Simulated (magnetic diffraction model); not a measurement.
# Solving a magnetic structure from powder neutron data: MgMn₂Si₂

Space group P-3m1 (no. 164), a = 3.9480 Å, c = 6.4500 Å.

```csv
site,atom,x,y,z
2d,Mn,2/3,1/3,0.3703
2d,Si,2/3,1/3,0.7647
1a,Mg,0,0,0
```

The compound is invented for this exercise: a known structure type with other elements, its cell scaled to their sizes and not relaxed.

Only Mn is taken to order (form factors of Mn2+); orders and moment sizes are assumed, and not adapted to the symmetry. Radiation: neutrons of λ = 4.2 Å, 3° to 80°; isotropic B of 0.4 Å² (Mn), 0.35 Å² (Si) and 0.46 Å² (Mg). Simulated constant-wavelength pattern: nuclear and magnetic terms add, the magnetic one as |2.695 fm × Σ f S⊥ exp(2πi Q·r) exp(−B s²)|², summed over all Q at one angle with the factor 1/(sin²θ cos θ). For collinear order S is the moment m, which repeats by lattice and centring translations R with the sign exp(−2πi k·R). Free-ion form factors, Sears's scattering lengths of 1992, no absorption; a label names one of the reflections at its angle. The strongest nuclear line in the range is 100, and lines under 0.2 are left out.

Above the ordering temperature:

```tsv
2θ (°)	index	I
38.00	(0 0 1)	100.0
75.79	(1 0 0)	19.2
```

Below it (cell unchanged):

| 2θ (°) | I |
| --- | --- |
| 35.77 | 54.3 |
| 38.00 | 100.0 |
| 53.17 | 46.1 |
| 64.27 | 64.2 |
| 75.79 | 19.2 |
| 77.17 | 30.4 |

**Question.** Check that the new lines index with k = (1/2 0 0), then choose among these models:
A. collinear moments along [101], 3.09 μB on Mn; signs + at (2/3, 1/3, 0.3703), + at (1/3, 2/3, 0.6297)
B. collinear moments along [001], 3.09 μB on Mn; signs + at (2/3, 1/3, 0.3703), + at (1/3, 2/3, 0.6297)
C. collinear moments along [101], 3.09 μB on Mn; signs + at (2/3, 1/3, 0.3703), − at (1/3, 2/3, 0.6297)
D. collinear moments along [001], 3.09 μB on Mn; signs + at (2/3, 1/3, 0.3703), − at (1/3, 2/3, 0.6297)

The new lines index as (1/2 0 0) at 35.77°, (1/2 0 1) at 53.17°, (1/2 -1 0) at 64.27° and (1/2 -1 1) at 77.17°, that is as H ± k with k = (1/2 0 0), one of 3 inequivalent arms of its star (k and −k counted as one), which a powder can't tell apart. Half indices mean that the moments reverse under translations with k·R a half-integer, and the magnetic cell has twice the primitive volume.

Magnetic intensity, observed (below minus above) and for each model:

| 2θ (°) | index | observed | A | B | C | D |
| --- | --- | --- | --- | --- | --- | --- |
| 35.77 | (1/2 0 0) | 54.3 | 129.6 | 162.9 | 43.2 | 54.3 |
| 53.17 | (1/2 0 1) | 46.1 | 16.2 | 43.5 | 82.5 | 46.1 |
| 64.27 | (1/2 -1 0) | 64.2 | <0.2 | <0.2 | 59.8 | 64.2 |
| 77.17 | (1/2 -1 1) | 30.4 | 35.4 | 34.2 | 31.4 | 30.4 |

Model D matches.

The structure used: k = (1/2 0 0), collinear moments along [001], 3.09 μB on Mn; signs + at (2/3, 1/3, 0.3703), − at (1/3, 2/3, 0.6297).

[Logs are printed without paths, hosts, clocks, repeated set-up lines and the standing remarks that a program may print on its own settings, such as how far it seeks lower states.]
